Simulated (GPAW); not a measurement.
# TaGe2As4 monolayer: simulated STM images

Aim: Tersoff-Hamann images of TaGe2As4 monolayer at several biases.

Calculated with GPAW 26.7.0; GPAW, PAW setups; layer in a repeated cell with vacuum, relaxation of atoms and in-plane cell, in the first sound run; inputs show where later runs differ.

**1. The starting structure**

The cell holds 7 atoms: 4 As, 2 Ge and 1 Ta. Cell: a = 3.730 Å, b = 3.730 Å, c = 23.623 Å, α = 90.0°, β = 90.0°, γ = 120.0°. Vacuum lies along c.

Coordinates:

```cif
data_structure
_symmetry_space_group_name_H-M 'P 1'
_symmetry_Int_Tables_number 1
_cell_length_a 3.7300
_cell_length_b 3.7300
_cell_length_c 23.6232
_cell_angle_alpha 90.000
_cell_angle_beta 90.000
_cell_angle_gamma 120.000
_cell_volume 284.63
loop_
_atom_site_label
_atom_site_type_symbol
_atom_site_fract_x
_atom_site_fract_y
_atom_site_fract_z
_atom_site_occupancy
As1 As 0.00000 0.00000 0.29632 1
Ge2 Ge 0.33333 0.66667 0.33285 1
As3 As 0.33333 0.66667 0.43106 1
Ta4 Ta 0.00000 0.00000 0.50000 1
As5 As 0.33333 0.66667 0.56894 1
Ge6 Ge 0.33333 0.66667 0.66715 1
As7 As 0.00000 0.00000 0.70368 1
```

**2. Relaxation**

Forces are removed first; all later runs use this geometry.

run.py

```python
import json
import numpy as np
from ase import Atoms
from ase.filters import FrechetCellFilter
from ase.optimize import BFGS
from gpaw import GPAW, PW

slab = Atoms(
    ['As', 'Ge', 'As', 'Ta', 'As', 'Ge', 'As'],
    positions=[
        [0.00000, 0.00000, 7.00000],
        [-0.00000, 2.15352, 7.86300],
        [-0.00000, 2.15352, 10.18300],
        [0.00000, 0.00000, 11.81161],
        [-0.00000, 2.15352, 13.44022],
        [-0.00000, 2.15352, 15.76022],
        [0.00000, 0.00000, 16.62321]],
    cell=[[3.73, 0.0, 0.0], [-1.865, 3.23027, 0.0], [0.0, 0.0, 23.6232]],
    pbc=[True, True, True],
    magmoms=[0.0, 0.0, 0.0, 1.0, 0.0, 0.0, 0.0])

slab.calc = GPAW(mode=PW(600), xc='PBE', kpts={'size': (9, 9, 1), 'gamma': True},
                 occupations={'name': 'fermi-dirac', 'width': 0.05}, nbands='200%',
                 convergence={'density': 1e-05}, maxiter=200,
                 symmetry={'tolerance': 1e-3}, txt='slab.txt')
result = {}
# The in-plane cell is free; stress needs a cell that repeats along all three vectors
path = []
opt = BFGS(FrechetCellFilter(slab, mask=[1, 1, 0, 0, 0, 1]), maxstep=0.2)
opt.attach(lambda: path.append((slab.get_potential_energy(), slab.positions.tolist(), slab.get_forces().tolist())))
result['relaxed'] = bool(opt.run(fmax=0.02, steps=45))
result['path'] = path
result['cell'] = slab.cell.tolist()
print('in-plane lattice', slab.cell.cellpar().round(4)[[0, 1, 5]])
energy = slab.get_potential_energy()
fermi = slab.calc.get_fermi_level()
v = slab.calc.get_electrostatic_potential().mean((0, 1)) - fermi
n = slab.calc.get_pseudo_density().mean((0, 1))
L = slab.cell[2, 2]
z = np.arange(len(v)) * L / len(v)
low, high = slab.positions[:, 2].min(), slab.positions[:, 2].max()
below, above = np.interp([low - 4.8, high + 4.8], z, v)
slopes = [np.interp(x, z, np.gradient(v, z)) for x in (low - 4.8, high + 4.8)]
eps = np.array([[slab.calc.get_eigenvalues(k, s) for k in range(len(slab.calc.get_ibz_k_points()))]
                for s in range(slab.calc.get_number_of_spins())]) - fermi
top, bottom = eps[eps < 0].max(), eps[eps > 0].min()
dipole = slab.get_dipole_moment()[2]
print(f'energy {energy:.4f} eV, Fermi level {fermi:.4f} eV, dipole {dipole:.5f} e A')
print(f'potential 4.8 A off the faces, from the Fermi level: lower {below:.4f} eV, upper {above:.4f} eV')
print(f'slope of the potential there: lower {slopes[0]:.5f}, upper {slopes[1]:.5f} eV/A')
print(f'nearest levels on the mesh: {top:.4f} and {bottom:.4f} eV')
print('magnetic moment', round(slab.get_magnetic_moment(), 3))
result.update(energy=energy, fermi=fermi, dipole=dipole, below=below, above=above, slopes=slopes, edges=[top, bottom],
              z=z.tolist(), v=v.tolist(), n=n.tolist(), positions=slab.positions.tolist(),
              forces=slab.get_forces(apply_constraint=False).tolist(), moments=slab.get_magnetic_moments().tolist())
json.dump(result, open('result.json', 'w'))
```

Started as:

```
$ OMP_NUM_THREADS=1 OPENBLAS_NUM_THREADS=1 python run.py
```

Output:

```text
Step          Energy          fmax
BFGS:    0      -36.887893        2.970525
BFGS:    1      -37.382748        2.407277
BFGS:    2      -38.125516        0.556429
BFGS:    3      -38.140374        0.332540
BFGS:    4      -38.148198        0.274605
BFGS:    5      -38.173369        0.366941
BFGS:    6      -38.188276        0.289499
BFGS:    7      -38.195028        0.136815
BFGS:    8      -38.196438        0.101266
BFGS:    9      -38.197280        0.104010
BFGS:   10      -38.198382        0.098249
BFGS:   11      -38.199720        0.123722
BFGS:   12      -38.201101        0.107637
BFGS:   13      -38.202013        0.078603
BFGS:   14      -38.202375        0.036595
BFGS:   15      -38.202448        0.007885
in-plane lattice [  3.7628   3.7628 120.    ]
energy -38.1926 eV, Fermi level 1.0876 eV, dipole 0.00174 e A
potential 4.8 A off the faces, from the Fermi level: lower 4.9207 eV, upper 4.9197 eV
slope of the potential there: lower -0.00007, upper 0.00057 eV/A
nearest levels on the mesh: -0.0485 and 0.0323 eV
magnetic moment -0.0
```

Elapsed: 70 min, on 1 thread of Intel Xeon Platinum 8259CL at 2.50GHz (Skylake/Cascade Lake), shared host; peak memory 0.78 GiB.

Numbers from this step:

* dipole along the normal: 0.001738 e·Å
* levels nearest the Fermi level on the mesh: -0.04849, 0.03226 eV from the Fermi level
* sum of the site moments: 0 μB

The electrostatic potential energy of an electron (without an applied field's), less the Fermi level, planar mean by z:

z (Å), electrostatic potential energy of an electron (without an applied field's), less the Fermi level, planar mean (eV) and a bar from the least value:
```
      0.0        4.9 ##############################
      0.5        4.9 ##############################
      1.0        4.9 ##############################
      1.5        4.9 ##############################
      2.0        4.9 ##############################
      2.5        4.9 ##############################
      3.0        4.9 ##############################
      3.5        4.9 ##############################
      4.0        4.9 ##############################
      4.5        4.8 ##############################
      5.0        4.6 #############################
      5.5        3.5 ############################
      6.0       -0.7 #####################
      6.5      -10.8 ######
      7.0      -10.9 ######
      7.5      -10.1 #######
      8.0      -11.0 #####
      8.5       -1.5 ####################
      9.0        2.3 ##########################
      9.5        0.8 ########################
     10.0       -7.3 ###########
     10.5      -10.8 ######
     11.0       -5.8 #############
     11.5      -12.4 ###
     12.0      -14.5 
     12.5       -6.4 ############
     13.0       -9.1 ########
     13.5       -9.7 #######
     14.0       -0.5 ######################
     14.5        2.4 ##########################
     15.0        0.0 ######################
     15.5       -8.7 #########
     16.0      -11.5 #####
     16.5       -9.5 ########
     17.0      -12.6 ###
     17.5       -2.7 ##################
     18.0        2.9 ###########################
     18.5        4.4 #############################
     19.0        4.8 ##############################
     19.5        4.9 ##############################
     20.0        4.9 ##############################
     20.5        4.9 ##############################
     21.0        4.9 ##############################
     21.5        4.9 ##############################
     22.0        4.9 ##############################
     22.5        4.9 ##############################
     23.0        4.9 ##############################
     23.5        4.9 ##############################
```

The pseudo valence density, planar mean oscillates, so the rows of the table below give means over windows of 0.5 Å about each position, cut where the curve ends. Its maxima inside the range that stand out by 2 % of the span (Å: e/Å³): 6.30: 0.242, 7.35: 0.401, 8.22: 0.209, 9.97: 0.232, 11.90: 0.946, 13.65: 0.232, 15.40: 0.209, 16.27: 0.401, 17.32: 0.242. Its minima: 6.65: 0.167, 7.87: 0.0591, 9.10: 0.108, 10.32: 0.169, 13.30: 0.169, 14.52: 0.108, 15.75: 0.0591, 16.97: 0.167.

The pseudo valence density, planar mean by z; means over each step:

```csv
z (Å),"pseudo valence density, planar mean (e/Å³)"
3.0,6.4e-5
3.5,2.6e-4
4.0,0.00105
4.5,0.00423
5.0,0.0169
5.5,0.0657
6.0,0.184
6.5,0.204
7.0,0.311
7.5,0.296
8.0,0.128
8.5,0.175
9.0,0.113
9.5,0.164
10.0,0.211
10.5,0.248
11.0,0.396
11.5,0.710
12.0,0.819
12.5,0.433
13.0,0.288
13.5,0.202
14.0,0.186
14.5,0.116
15.0,0.153
15.5,0.153
16.0,0.225
16.5,0.352
17.0,0.204
17.5,0.206
18.0,0.0894
18.5,0.0245
19.0,0.00602
19.5,0.00144
20.0,3.6e-4
20.5,9.0e-5
```

The relaxation lowered the energy of the cell by 1.32 eV (energies extrapolated to zero smearing; the optimiser's log prints free energies). The largest force left on a free atom is 0.0079 eV/Å.

(Part 1 of 2 ends here.)

[Logs are printed without paths, hosts, clocks, repeated set-up lines and the standing remarks that a program may print on its own settings, such as how far it seeks lower states.]

[Hosts, paths, dates, database ids (printed as entryN), source tags and the programs' standing remarks are cut or masked in the printed files.]
